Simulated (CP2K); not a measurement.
Consider disiloxane at its PBE geometry (Å).

```xyz
9

Si    1.5155   -0.3203    0.0446
O    -0.0200   -0.2585   -0.5487
Si   -1.5195    0.2795   -0.1305
H     2.3826   -0.9525   -0.9844
H     2.0076    1.0561    0.3448
H     1.5552   -1.1260    1.2995
H    -1.9992   -0.4242    1.0946
H    -2.4407    0.0000   -1.2632
H    -1.4813    1.7459    0.1432
```

Method: CP2K XAS_TDP, all-electron GAPW, PBEh(45%), aug-pc-1, TDA, GW2X-corrected core level, no relativity.

Question: Where do the O K-edge lines lie, and how strong are they?

Leading lines: O2 534.92 eV. The leading line of an atom is its first one with 35 % of the strongest within 2.5 eV of its lowest line over the strength cut. Core ionisation energies at this level: O2 536.64 eV.

The first six lines of each atom with a strength over 0.0015:

| atom | energy (eV) | states | strength, one atom | above the computed threshold |
| --- | --- | --- | --- | --- |
| O2 (bonded to 2 Si) | 533.43 | 1 | 0.0045 |  |
|  | 534.92 | 1 | 0.0212 |  |
|  | 534.95 | 1 | 0.0101 |  |
|  | 535.34 | 1 | 0.0107 |  |
|  | 536.90 | 1 | 0.0063 | yes |
|  | 537.18 | 1 | 0.0066 | yes |

Lines are vertical, at one geometry, with no vibrational structure. GW2X ionisation energies and lines can be off by 1 to 2 eV either way, and a good line position may hide errors that cancel. These values hold no scalar relativity, about 0.4 eV for O 1s. Rydberg lines, and the discretised continuum above threshold, depend on the basis and the box.

[Banner, clock and machine lines of the logs are left out without a mark of their own.]

[Logs are printed without paths, hosts, clocks, repeated set-up lines and the standing remarks that a program may print on its own settings, such as how far it seeks lower states.]

[Hosts, paths, dates, database ids (printed as entryN), source tags and the programs' standing remarks are cut or masked in the printed files.]
